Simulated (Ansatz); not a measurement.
## Na on Au(111): change of the work function

How does Na on the fcc site change the work function of Au(111) as the layer fills?

Main program and level: Ansatz 0.2.0; plane-wave DFT, PBE, Ansatz PAW.

### 1. The starting structure

The cell holds 4 atoms: 4 Au. Cell: a = 2.885 Å, b = 2.885 Å, c = 25.067 Å, α = 90.0°, β = 90.0°, γ = 60.0°. Vacuum lies along c.

### 2. The clean slab

The bare slab comes first, as the zero from which every change is counted. The two lowest layers are held at bulk places and the upper ones relax. The dipole correction removes the false field that a one-sided slab makes across the periodic vacuum, so each face gets a flat vacuum level of its own.

File input.yaml:

```yaml
crystal:
  lattice:
    - [2.8849956672, 0.0, 0.0]
    - [1.4424978336, 2.4984795376, 0.0]
    - [0.0, 0.0, 25.0667672949]
  atoms:
    - { symbol: Au, position: [0.0, 0.0, 0.3590411118] }
    - { symbol: Au, position: [0.3333333333, 0.3333333333, 0.4530137039] }
    - { symbol: Au, position: [0.6666666667, 0.6666666667, 0.5469862961] }
    - { symbol: Au, position: [0.0, 0.0, 0.6409588882] }
kpoints:
  mp_grid: { grid: [12, 12, 1] }
hamiltonian:
  xc: pbe
scf:
  occupations: { method: fermi_dirac, width: 0.1 }
  convergence: { dr2_threshold: 1.0e-08 }
efield:
  axis: 3
  dipole_correction: true
  ramp_position: 0.97
  ramp_width: 0.06
relax:
  f_tol: 0.02
  max_steps: 60
  constraints: [{ sites: [0, 1] }]
output:
  write_potential: true
  write_density: true
  volumetric_format: npy
```

Started as:

```
ansatz run input.yaml --threads 4 --pin off --max-ram 16384MiB --backend cpu --events-out ev --progress --plain --runs-dir out
```

Numbers of over 12 decimals in the logs are rounded to 6 here.

The program printed:

```text
Engine: ansatz 0.2.0, aarch64-unknown-linux-gnu
Pseudopotentials: kind: paw
Pseudopotential: Au, paw, valence charge 19, recommended cutoff 420 eV (normal), Au.paw.azcp
Functional definition: PBE
  parameter kappa = 0.804
  parameter beta = 0.066725
  exchange = pbe_x(kappa = kappa, mu = beta*pi^2/3)
  correlation = pbe_c(beta = beta)
Crystal: 4 atoms, lattice volume = 180.684 Å³
Basis set: ecut = 420 eV, 3551 PW (Γ), exchange–correlation on 40×40×360 points (8 copies of the dense FFT grid, shifted against one another)
Bands: 46, of which v1, the nominal top of the filled ones, is band 38 counted from 1 (37 counted from 0)
Symmetry: 6 space group operations
k-points: 19 of 144 (time reversal used)
Non-local potential: Au, projectors of the file, l = 0: 3, l = 1: 2, l = 2: 2, l = 3: 1
PAW form: soft (Blöchl's): semilocal exchange-correlation on the pseudo side does not see the compensation charge
PAW one-centre angular grid: Au, 590 points (default); XC on 64 Gauss nodes
Initial density: superposition of atomic densities (neutral atoms: chi_scale 0, normalization atom), corrected by the library's trained network
Initial wavefunctions: pseudopotential atomic-orbital guess
Functional: x = pbe(κ = 0.804, μ = 0.219515), c = pbe(β = 0.066725)
SCF iter   1: F=—  HF=-52596.643584 eV  |F-HF|=—  |Δ(HF+E_count)|=         —  Δρ=2.65e-3  dr2=1.90e-1  ethr=1.77e-3  p=0.000 e·Å  D=2.37e-14 V/Å  ΔV_dip=-0.00 eV  dr2_dipole=3.35e-8  V_vac-E_F(+/−)=4.66/4.66 eV  ⟨swp⟩=8.5  Hψ=3805  notcnv=0  defer=13
efield: sawtooth ramp at fractional position 0.9700 (set: `efield.ramp_position`, or a place that a band, a saddle search or an elastic batch's reference lends), width 0.0600; the density the first Hamiltonian is built on has a dipole p = 0.000 e·Å; the dipole correction subtracts the counter field D = 2.37e-14 V/Å, which shifts the + side's vacuum level by -0.00 eV against the − side's; the planar-averaged density in the ramp window peaks in size at 8.1e-6 e/Å³
preconditioner: auto → LDOS  [metal: Δε(μ)=0.172 eV  Ē_g=9.110 eV  σ=0.100 eV  W_gap=0.38  n_scr=18 (ndim 8)  ℏωp=18.3 eV  f_vac=0.579  D(μ)=1.84/eV (n_scr^D=10)  β→1.0]
SCF iter   2: F=—  HF=-52596.644385 eV  |F-HF|=—  |Δ(HF+E_count)|=   8.01e-4  Δρ=2.54e-3  dr2=2.99e-2  ethr=2.50e-4  p=-0.000 e·Å  D=-4.26e-5 V/Å  ΔV_dip=0.00 eV  dr2_dipole=1.06e-8  V_vac-E_F(+/−)=5.15/5.15 eV  ⟨swp⟩=2.2  Hψ=1469  notcnv=0  defer=30
SCF iter   3: F=—  HF=-52596.638968 eV  |F-HF|=—  |Δ(HF+E_count)|=   5.42e-3  Δρ=5.04e-4  dr2=1.80e-3  ethr=3.94e-5  p=-0.000 e·Å  D=-1.46e-5 V/Å  ΔV_dip=0.00 eV  dr2_dipole=1.40e-8  V_vac-E_F(+/−)=5.06/5.05 eV  ⟨swp⟩=2.0  Hψ=1309  notcnv=0  defer=30
SCF iter   4: F=—  HF=-52596.638909 eV  |F-HF|=—  |Δ(HF+E_count)|=   5.84e-5  Δρ=2.39e-4  dr2=4.64e-4  ethr=2.37e-6  p=-0.000 e·Å  D=-5.95e-6 V/Å  ΔV_dip=0.00 eV  dr2_dipole=7.80e-11  V_vac-E_F(+/−)=5.08/5.08 eV  ⟨swp⟩=2.3  Hψ=1444  notcnv=0  defer=30
SCF iter   5: F=—  HF=-52596.638839 eV  |F-HF|=—  |Δ(HF+E_count)|=   7.03e-5  Δρ=6.27e-5  dr2=1.28e-5  ethr=6.10e-7  p=-0.000 e·Å  D=-2.82e-6 V/Å  ΔV_dip=0.00 eV  dr2_dipole=2.92e-11  V_vac-E_F(+/−)=5.09/5.09 eV  ⟨swp⟩=2.1  Hψ=1264  notcnv=0  defer=30
SCF iter   6: F=—  HF=-52596.638844 eV  |F-HF|=—  |Δ(HF+E_count)|=   5.10e-6  Δρ=1.93e-5  dr2=5.64e-7  ethr=1.69e-8  p=-0.000 e·Å  D=-1.44e-6 V/Å  ΔV_dip=0.00 eV  dr2_dipole=5.84e-11  V_vac-E_F(+/−)=5.09/5.09 eV  ⟨swp⟩=3.1  Hψ=1625  notcnv=0  defer=30
SCF iter   7: F=—  HF=-52596.638889 eV  |F-HF|=—  |Δ(HF+E_count)|=   4.47e-5  Δρ=6.30e-6  dr2=5.34e-8  ethr=7.43e-10  p=-0.000 e·Å  D=-6.30e-7 V/Å  ΔV_dip=0.00 eV  dr2_dipole=1.48e-11  V_vac-E_F(+/−)=5.09/5.09 eV  ⟨swp⟩=2.1  Hψ=1289  notcnv=0  defer=30
SCF iter   8: F=-52596.638889 eV  HF=-52596.638889 eV  |F-HF|=8.84e-9  |Δ(HF+E_count)|=   2.57e-7  Δρ=1.33e-6  dr2=2.77e-9  ethr=1.32e-11  p=-0.000 e·Å  D=-8.92e-8 V/Å  ΔV_dip=0.00 eV  dr2_dipole=6.00e-13  V_vac-E_F(+/−)=5.09/5.09 eV  ⟨swp⟩=10.5  Hψ=6252  notcnv=0
SCF 1 converged in 8 iterations: F = -52596.638889 eV  dr2 = 2.77e-9
  greatest PAW one-centre occupation: 1.000 electrons in one spin orbital (limit 2), on the Au atom at site 0 (counted from 0), in its partial waves of l = 0
relax step   1: F+E_penalty+E_count = -52596.63888925 eV  Δ(F+E_penalty+E_count) = +0.000e0 eV  max|allowed force component| = 4.529e-1 eV/Å  Δτ_max = 0.0000 Å  (8 SCF iters, accepted)
Initial density: handed on by an earlier stage of this run
Initial wavefunctions: those handed on with the density
iter 1 solved again at ethr=6.60e-5 eV; its pass at ethr=3.10e-3 eV (dr2=5.02e-2 eV) is discarded
SCF iter   1: F=—  HF=-52596.690389 eV  |F-HF|=—  |Δ(HF+E_count)|=         —  Δρ=5.26e-3  dr2=5.37e-2  ethr=6.60e-5  p=0.000 e·Å  D=2.11e-6 V/Å  ΔV_dip=-0.00 eV  dr2_dipole=6.16e-4  V_vac-E_F(+/−)=5.11/5.11 eV  ⟨swp⟩=2.0  Hψ=3735  notcnv=0  defer=19
efield: sawtooth ramp at fractional position 0.9700 (set: `efield.ramp_position`, or a place that a band, a saddle search or an elastic batch's reference lends), width 0.0600; the density the first Hamiltonian is built on has a dipole p = 0.000 e·Å; the dipole correction subtracts the counter field D = 2.11e-6 V/Å, which shifts the + side's vacuum level by -0.00 eV against the − side's; the planar-averaged density in the ramp window peaks in size at 1.2e-5 e/Å³
preconditioner: auto → LDOS  [metal: Δε(μ)=0.042 eV  Ē_g=9.104 eV  σ=0.100 eV  W_gap=0.10  n_scr=18 (ndim 8)  ℏωp=18.3 eV  f_vac=0.572  D(μ)=2.06/eV (n_scr^D=10)  β→1.0]
SCF iter   2: F=—  HF=-52596.694778 eV  |F-HF|=—  |Δ(HF+E_count)|=   4.39e-3  Δρ=3.93e-3  dr2=9.20e-2  ethr=6.60e-5  p=0.004 e·Å  D=3.99e-3 V/Å  ΔV_dip=-0.10 eV  dr2_dipole=1.25e-2  V_vac-E_F(+/−)=4.99/5.09 eV  ⟨swp⟩=2.4  Hψ=1486  notcnv=0  defer=19
SCF iter   3: F=—  HF=-52596.676926 eV  |F-HF|=—  |Δ(HF+E_count)|=   1.79e-2  Δρ=6.43e-4  dr2=3.08e-3  ethr=6.60e-5  p=-0.002 e·Å  D=-1.74e-3 V/Å  ΔV_dip=0.04 eV  dr2_dipole=9.43e-4  V_vac-E_F(+/−)=5.14/5.10 eV  ⟨swp⟩=2.1  Hψ=1442  notcnv=0  defer=19
SCF iter   4: F=—  HF=-52596.676902 eV  |F-HF|=—  |Δ(HF+E_count)|=   2.43e-5  Δρ=3.74e-4  dr2=7.20e-4  ethr=4.05e-6  p=-0.002 e·Å  D=-2.42e-3 V/Å  ΔV_dip=0.06 eV  dr2_dipole=5.96e-5  V_vac-E_F(+/−)=5.15/5.09 eV  ⟨swp⟩=2.1  Hψ=1311  notcnv=0  defer=22
SCF iter   5: F=—  HF=-52596.676753 eV  |F-HF|=—  |Δ(HF+E_count)|=   1.49e-4  Δρ=7.00e-5  dr2=3.56e-5  ethr=9.47e-7  p=-0.003 e·Å  D=-3.00e-3 V/Å  ΔV_dip=0.08 eV  dr2_dipole=5.36e-6  V_vac-E_F(+/−)=5.17/5.09 eV  ⟨swp⟩=2.1  Hψ=1300  notcnv=0  defer=22
[...]
efield: sawtooth ramp at fractional position 0.9700 (set: `efield.ramp_position`, or a place that a band, a saddle search or an elastic batch's reference lends), width 0.0600; the density the first Hamiltonian is built on has a dipole p = -0.003 e·Å; the dipole correction subtracts the counter field D = -2.99e-3 V/Å, which shifts the + side's vacuum level by +0.08 eV against the − side's; the planar-averaged density in the ramp window peaks in size at 1.1e-5 e/Å³
preconditioner: auto → LDOS  [metal: Δε(μ)=0.030 eV  Ē_g=9.090 eV  σ=0.100 eV  W_gap=0.07  n_scr=18 (ndim 8)  ℏωp=18.3 eV  f_vac=0.571  D(μ)=2.08/eV (n_scr^D=10)  β→1.0]
SCF iter   2: F=—  HF=-52596.680183 eV  |F-HF|=—  |Δ(HF+E_count)|=   3.19e-5  Δρ=1.03e-3  dr2=4.91e-3  ethr=7.51e-6  p=-0.001 e·Å  D=-1.07e-3 V/Å  ΔV_dip=0.03 eV  dr2_dipole=1.07e-3  V_vac-E_F(+/−)=5.12/5.09 eV  ⟨swp⟩=2.3  Hψ=1669  notcnv=0  defer=32
SCF iter   3: F=—  HF=-52596.679185 eV  |F-HF|=—  |Δ(HF+E_count)|=   9.98e-4  Δρ=1.75e-4  dr2=8.20e-5  ethr=6.46e-6  p=-0.003 e·Å  D=-2.60e-3 V/Å  ΔV_dip=0.07 eV  dr2_dipole=9.63e-6  V_vac-E_F(+/−)=5.16/5.09 eV  ⟨swp⟩=2.0  Hψ=1319  notcnv=0  defer=32
SCF iter   4: F=—  HF=-52596.679167 eV  |F-HF|=—  |Δ(HF+E_count)|=   1.78e-5  Δρ=6.40e-5  dr2=1.93e-5  ethr=1.08e-7  p=-0.003 e·Å  D=-2.59e-3 V/Å  ΔV_dip=0.06 eV  dr2_dipole=7.14e-6  V_vac-E_F(+/−)=5.15/5.09 eV  ⟨swp⟩=3.1  Hψ=1610  notcnv=0  defer=32
SCF iter   5: F=—  HF=-52596.679194 eV  |F-HF|=—  |Δ(HF+E_count)|=   2.68e-5  Δρ=3.22e-5  dr2=5.78e-6  ethr=2.54e-8  p=-0.003 e·Å  D=-2.71e-3 V/Å  ΔV_dip=0.07 eV  dr2_dipole=1.92e-6  V_vac-E_F(+/−)=5.16/5.09 eV  ⟨swp⟩=2.3  Hψ=1097  notcnv=0  defer=32
SCF iter   6: F=—  HF=-52596.679242 eV  |F-HF|=—  |Δ(HF+E_count)|=   4.82e-5  Δρ=7.79e-6  dr2=3.31e-7  ethr=7.61e-9  p=-0.003 e·Å  D=-2.76e-3 V/Å  ΔV_dip=0.07 eV  dr2_dipole=1.31e-7  V_vac-E_F(+/−)=5.16/5.09 eV  ⟨swp⟩=2.6  Hψ=1366  notcnv=0  defer=32
SCF iter   7: F=-52596.679242 eV  HF=-52596.679242 eV  |F-HF|=2.74e-8  |Δ(HF+E_count)|=   1.23e-9  Δρ=2.02e-6  dr2=8.87e-9  ethr=1.32e-11  p=-0.003 e·Å  D=-2.78e-3 V/Å  ΔV_dip=0.07 eV  dr2_dipole=7.36e-10  V_vac-E_F(+/−)=5.16/5.09 eV  ⟨swp⟩=8.9  Hψ=6680  notcnv=0
SCF 3 converged in 7 iterations: F = -52596.679242 eV  dr2 = 8.87e-9
relax step   3: F+E_penalty+E_count = -52596.67924179 eV  Δ(F+E_penalty+E_count) = -2.442e-3 eV  max|allowed force component| = 3.338e-2 eV/Å  Δτ_max = 0.0445 Å  (7 SCF iters, accepted)
SCF iter   1: F=—  HF=-52596.679325 eV  |F-HF|=—  |Δ(HF+E_count)|=         —  Δρ=2.15e-4  dr2=1.30e-4  ethr=1.62e-6  p=-0.003 e·Å  D=-2.78e-3 V/Å  ΔV_dip=0.07 eV  dr2_dipole=2.24e-5  V_vac-E_F(+/−)=5.16/5.09 eV  ⟨swp⟩=3.0  Hψ=1833  notcnv=0  defer=33
efield: sawtooth ramp at fractional position 0.9700 (set: `efield.ramp_position`, or a place that a band, a saddle search or an elastic batch's reference lends), width 0.0600; the density the first Hamiltonian is built on has a dipole p = -0.003 e·Å; the dipole correction subtracts the counter field D = -2.78e-3 V/Å, which shifts the + side's vacuum level by +0.07 eV against the − side's; the planar-averaged density in the ramp window peaks in size at 1.2e-5 e/Å³
preconditioner: auto → LDOS  [metal: Δε(μ)=0.025 eV  Ē_g=9.092 eV  σ=0.100 eV  W_gap=0.06  n_scr=18 (ndim 8)  ℏωp=18.3 eV  f_vac=0.571  D(μ)=2.08/eV (n_scr^D=10)  β→1.0]
SCF iter   2: F=—  HF=-52596.679299 eV  |F-HF|=—  |Δ(HF+E_count)|=   2.61e-5  Δρ=1.39e-4  dr2=8.08e-5  ethr=1.71e-7  p=-0.003 e·Å  D=-3.01e-3 V/Å  ΔV_dip=0.08 eV  dr2_dipole=1.09e-5  V_vac-E_F(+/−)=5.17/5.09 eV  ⟨swp⟩=2.6  Hψ=1757  notcnv=0  defer=33
SCF iter   3: F=—  HF=-52596.679293 eV  |F-HF|=—  |Δ(HF+E_count)|=   5.89e-6  Δρ=2.59e-5  dr2=1.41e-6  ethr=1.06e-7  p=-0.003 e·Å  D=-2.83e-3 V/Å  ΔV_dip=0.07 eV  dr2_dipole=1.27e-7  V_vac-E_F(+/−)=5.16/5.09 eV  ⟨swp⟩=2.0  Hψ=1266  notcnv=0  defer=33
SCF iter   4: F=—  HF=-52596.679345 eV  |F-HF|=—  |Δ(HF+E_count)|=   5.24e-5  Δρ=7.47e-6  dr2=1.30e-7  ethr=1.86e-9  p=-0.003 e·Å  D=-2.85e-3 V/Å  ΔV_dip=0.07 eV  dr2_dipole=3.26e-9  V_vac-E_F(+/−)=5.16/5.09 eV  ⟨swp⟩=2.8  Hψ=1607  notcnv=0  defer=33
SCF iter   5: F=-52596.679345 eV  HF=-52596.679345 eV  |F-HF|=1.63e-8  |Δ(HF+E_count)|=   1.80e-9  Δρ=1.58e-6  dr2=5.83e-9  ethr=1.32e-11  p=-0.003 e·Å  D=-2.84e-3 V/Å  ΔV_dip=0.07 eV  dr2_dipole=1.44e-10  V_vac-E_F(+/−)=5.16/5.09 eV  ⟨swp⟩=8.5  Hψ=6508  notcnv=0
SCF 4 converged in 5 iterations: F = -52596.679345 eV  dr2 = 5.83e-9
relax step   4: F+E_penalty+E_count = -52596.67934504 eV  Δ(F+E_penalty+E_count) = -1.032e-4 eV  max|allowed force component| = 3.321e-4 eV/Å  Δτ_max = 0.0072 Å  (5 SCF iters, accepted)
NSCF: frozen V_eff on 19 k-points
the band table was solved once a step of the walk had ended and its energy, with any forces and stress, was formed, with the checks that follow a solve (4848 applications of the Hamiltonian). They found nothing against the state; the energy, forces and stress were not computed again (output.eigenvalues in the input reference)
WARN: The input density's exchange-correlation potential varies sharply where the density is thin. Do not read a vacuum level from v_tot or v_xc, or from such a field of the output density. On a cell that repeats whose density bears no net charge and no dipole along the vacuum's axis use v_es (v_loc + v_h of the components); under efield.dipole_correction with no amplitude use v_es + v_field, which holds any external [...]
SCF converged after 5 iterations
Free energy (F): -52596.679345 eV
Harris-Foulkes:  -52596.679345 eV  (|F-HF|=1.63e-8)
Internal energy: -52596.616976 eV  (E = F + TS)
E sigma→0 (E₀):  -52596.648161 eV
Entropy (-TS):   -0.062369 eV (-15.592 meV/atom)
Fermi energy:    4.576791 eV
Dipole field:    D = -0.002861 V/Å  (p = -0.002856 e·Å, saw-weighted, corrected)
Work function:   Φ+ = 5.1611 eV   Φ− = 5.0894 eV
Levels:          The Fermi level and band energies are counted from a zero that moves with the ramp; work functions are not
--- Per-component energies (eV) ---
  E_band       = -2028.269013
  E_kinetic    = 2417.174752
  E_local      = -123812.545826  (includes V_loc(G=0)·N_el)
  E_nonlocal   = 297.482365
  E_hartree    = 60807.441548
  E_xc         = -909.996381
  E_vxc        = -1098.008811  (∫ρ·V_xc dr)
  E_paw        = -38827.364877  (= ΣΔE_a)
  E_vpaw       = -1447.265217  (= ΣTr[D̂ρ^β])
  E_aug_tail   = 0.005791  (compensation charges beyond the density's cutoff)
  E_efield     = 0.000004  (sawtooth field / dipole correction)
  E_vefield    = 0.016680  (∫n·V_field dr)
  E_ewald      = 47431.185648
  E_smearing   = -0.062369  (= −TS)
  E_closure    = 0.000000  (closes the sum)
  Σ components = -52596.679345   (vs F -52596.679345, Δ=0.00e0)
--- Forces (eV/Å), atoms counted from 1 ---
  atom   1  Au    -0.00000000     0.00000000    -0.46100368
  atom   2  Au     0.00000000    -0.00000000     0.46099689
  atom   3  Au     0.00000000    -0.00000000    -0.00028474
  atom   4  Au     0.00000000    -0.00000000     0.00033215
  max |Σ_I F_I| component: 4.06e-5 eV/Å
--- Band table (eV; the first three rows and the last of 19) ---
  k-point 0: bands = [... 34 lower, 1.7691, 2.2535, 2.2535, 2.5120, 2.5120, 3.2454, 4.5875, 8.8871, ... 4 higher]
  k-point 1: bands = [... 34 lower, 1.7913, 1.9875, 2.2470, 2.3346, 2.5176, 3.6533, 5.1813, 8.9999, ... 4 higher]
  k-point 2: bands = [... 34 lower, 1.7371, 1.7451, 2.2250, 2.5297, 2.6213, 4.3338, 6.3960, 9.3547, ... 4 higher]
  k-point 18: bands = [... 34 lower, 2.3516, 2.3787, 7.4935, 7.5162, 7.5524, 8.1112, 9.4211, 9.4522, ... 4 higher]
--- Relaxed structure (4 steps of the walk, 4 accepted, 0 SCFs on fresh bases) ---
  F+E_penalty+E_count = -52596.67934504 eV   max|allowed force component| = 3.321e-4 eV/Å
  atoms:
    - { symbol: Au, position: [0.0, 0.0, 0.359041] }
    - { symbol: Au, position: [0.333333, 0.333333, 0.453014] }
    - { symbol: Au, position: [0.666667, 0.666667, 0.550234] }
    - { symbol: Au, position: [1.4451660324752276e-17, 0, 0.649948] }
```

Elapsed: 18 s, on 4 threads of Arm Neoverse V1, shared host; peak memory 0.51 GiB.

Step by step:

```tsv
step	energy less that of the first step (eV)	largest force component (eV/Å)
1	0.0000	0.4529
2	-0.0379	0.1601
3	-0.0404	0.0334
4	-0.0405	0.0003
```

Forces are held to the 6 operations that the run works with; a distortion that breaks them can't arise in this run.

The atoms that moved most (Å):

```tsv
atom	dx	dy	dz	length
Au4	0.000	0.000	0.225	0.225
Au3	0.000	0.000	0.081	0.081
```

Final coordinates:

```cif
data_structure
_symmetry_space_group_name_H-M 'P 1'
_symmetry_Int_Tables_number 1
_cell_length_a 2.8850
_cell_length_b 2.8850
_cell_length_c 25.0668
_cell_angle_alpha 90.000
_cell_angle_beta 90.000
_cell_angle_gamma 60.000
_cell_volume 180.68
loop_
_atom_site_label
_atom_site_type_symbol
_atom_site_fract_x
_atom_site_fract_y
_atom_site_fract_z
_atom_site_occupancy
Au1 Au 0.00000 0.00000 0.35904 1
Au2 Au 0.33333 0.33333 0.45301 1
Au3 Au 0.66667 0.66667 0.55023 1
Au4 Au 0.00000 0.00000 0.64995 1
```

This step gave:

```
energy at zero smearing        : -52596.6482 eV
work function, upper face      : 5.161 eV
work function, lower face      : 5.089 eV
dipole along the normal        : -0.002856 e·Å
step between the vacuum levels : 0.07171 eV
```

Running mean over 2.356 Å of the planar mean; the ramp of the sawtooth is left out. The electron's electrostatic potential energy less the Fermi level by z:

```tsv
z (Å)	electron's electrostatic potential energy less the Fermi level (eV)
3.5	5.09
4.0	5.09
4.5	5.09
5.0	5.09
5.5	5.07
6.0	5.03
6.5	4.84
7.0	4.02
7.5	1.06
8.0	-3.47
8.5	-7.10
9.0	-8.30
9.5	-8.57
10.0	-8.66
10.5	-8.70
11.0	-8.73
11.5	-8.66
12.0	-8.28
12.5	-8.00
13.0	-8.13
13.5	-8.52
14.0	-8.47
14.5	-7.78
15.0	-7.31
15.5	-7.54
16.0	-8.13
16.5	-7.87
17.0	-5.77
17.5	-1.46
18.0	2.69
18.5	4.60
19.0	5.02
19.5	5.13
20.0	5.15
20.5	5.16
21.0	5.16
21.5	5.16
22.0	5.16
```

The relaxation took 4 steps and lowered the energy by 0.040 eV; the largest force on the free atoms ends at 3.3e-4 eV/Å.

The work function of the upper face is 5.16 eV.

(Continued in part 2 of 3.)

[Logs are printed without paths, hosts, clocks, repeated set-up lines and the standing remarks that a program may print on its own settings, such as how far it seeks lower states.]

[Hosts, paths, dates, database ids (printed as entryN), source tags and the programs' standing remarks are cut or masked in the printed files.]

[Maps of the electrostatic potential energy from Ansatz leave out the sawtooth potential of an applied field or a dipole correction, so their vacuum need not be flat; planar profiles and work functions include it.]
